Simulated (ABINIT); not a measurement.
Planning a run of ABINIT 10.8.3 on WSe2 (P6_3/mmc). The input:

```
acell 3*1.0 Angstrom
rprim 
  3.290000000028 -0.000000000007 0.000000000000
  -1.645000000008 2.849223578479 0.000000000000
  0.000000000000 0.000000000000 12.970000000000
ntypat 2
znucl 74 34
natom 6
typat 1 1 2 2 2 2
xred 
  0.333333333333 0.666666666667 0.250000000000
  0.666666666667 0.333333333333 0.750000000000
  0.333333333333 0.666666666667 0.621000000000
  0.666666666667 0.333333333333 0.121000000000
  0.333333333333 0.666666666667 0.879000000000
  0.666666666667 0.333333333333 0.379000000000
pp_dirpath "pseudos"
pseudos "W.upf, Se.upf"
ecut 58
ngkpt 3 3 1
nshiftk 1
shiftk 0 0 0
kptopt 1
chksymbreak 0
istwfk *1
occopt 1
irdwfk 1
optdriver 3
nband 137
ecuteps 4
inclvkb 2
awtr 1
symchi 1
indata_prefix "in"
outdata_prefix "out"
tmpdata_prefix "tmp"
```

The database entry behind the starting cell differs from later determinations by our own check (a about 0.2 % long), so it need not match the best structure at ambient conditions.

```sh
OMP_NUM_THREADS=1 mpirun -n 4 abinit run.abi > log
```

**Question.** Estimate wall time and host memory on 4 MPI ranks of Arm Neoverse V1, shared host.

It took 92 s; on shared hardware allow 46 s to 3.1 min. Peak host memory was 2.4 GiB.

[Paths, hosts, dates, memory and timing lines, banners, echoed tables and standing remarks are left out of the program output.]

[Logs are printed without paths, hosts, clocks, repeated set-up lines and the standing remarks that a program may print on its own settings, such as how far it seeks lower states.]

[Runs of the session that timed out or met a known fault of the program may be left out.]

[Hosts, paths, dates, database ids (printed as entryN), source tags and the programs' standing remarks are cut or masked in the printed files.]

[G0W0 gaps are taken among the corrected bands and points alone; a level outside them can change the order at an edge.]

[Where Ansatz stands beside ABINIT at settings called matched, ABINIT's density can come from a denser mesh and the files from another edition; pairs whose starting gaps differed by over 0.03 eV were left out, so agreement reads better than it is.]
